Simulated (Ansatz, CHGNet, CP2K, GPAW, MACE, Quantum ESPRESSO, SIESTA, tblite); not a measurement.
**Other levels on random packing of 41In2S3-59GeS2 (mol %) (84 atoms)**

Density of this cell: 3.95 g/cm³. The cell holds 84 atoms: 18 In, 53 S and 13 Ge. Its edges and angles: a = 12.555 Å, b = 12.555 Å, c = 12.555 Å, α = 90.0°, β = 90.0°, γ = 90.0°. 84 atoms (18 In, 53 S, 13 Ge) packed at random in a cube at 3.95 g/cm³ and pushed apart as soft spheres, cations and anions kept from their own kind; a start for melting by ab initio MD, not an equilibrated structure. Then every atom was moved at random, 0.03 Å r.m.s. a Cartesian component.

Geometry: as built.

The reference, a calculation:

| Item | Value |
| --- | --- |
| method | Kohn-Sham DFT, PBE, PAW, plane waves (Ansatz 0.2.0); cutoff 420 eV, Γ point, fermi-dirac smearing of 0.05 eV; PAW set soft_2 |
| r.m.s. force component | 0.7412 eV/Å |
| longest force | 2.869 eV/Å |
| pressure | 2.446 GPa |
| SCF cycles | 11 |
| time | 16 s on 8 threads of Arm Neoverse V2, shared host |
| CPU time | 2 min |

Runs, in no order:
A. CHGNet 0.3.0 potential: machine-learned interatomic potential CHGNet 0.3.0, trained on PBE(+U) plane-wave data
B. tblite IPEA1-xTB: IPEA1-xTB tight binding, diagonalisation
C. QE PBE, sssp-1.3.0-efficiency, 45/360 Ry: Kohn-Sham DFT, PBE, SSSP efficiency 1.3.0 pseudopotentials, plane waves
D. CP2K PBE, DZVP-MOLOPT-SR, 350/50 Ry, diagonalisation: Kohn-Sham DFT, PBE, GTH-PBE pseudopotentials, Gaussian and plane waves, DZVP-MOLOPT-SR-GTH, diagonalisation
E. SIESTA PBE, DZP, shift 0.01 Ry, mesh 300 Ry: Kohn-Sham DFT, PBE, PseudoDojo 0.4.1 norm-conserving pseudopotentials (converted to PSML), numerical atomic orbitals (DZP), diagonalisation

**Question.** Rank the runs by how far their forces lie from the reference's, least first.

C, D, E, A, B.

```tsv
run	Δ force, r.m.s. (meV/Å)	share of r.m.s. force (%)	CPU time
C. QE PBE, sssp-1.3.0-efficiency, 45/360 Ry	14.8	1.99	54 min
D. CP2K PBE, DZVP-MOLOPT-SR, 350/50 Ry, diagonalisation	45.3	6.11	6.4 min
E. SIESTA PBE, DZP, shift 0.01 Ry, mesh 300 Ry	205	27.6	11 min
A. CHGNet 0.3.0 potential	353	47.7	2.8 s
B. tblite IPEA1-xTB	599	80.8	8.5 s
```

Periodic xTB results under one method name differ between programs and library versions. Machine-learned potentials mimic data converged in k, so the reference's own k-point error enters their differences. The electronic-structure runs sample only Γ, in a cell whose shortest periodic width is 13 Å, which is coarse for a cell with partly filled levels.

[Logs are printed without paths, hosts, clocks, repeated set-up lines and the standing remarks that a program may print on its own settings, such as how far it seeks lower states.]

[Hosts, paths, dates, database ids (printed as entryN), source tags and the programs' standing remarks are cut or masked in the printed files.]
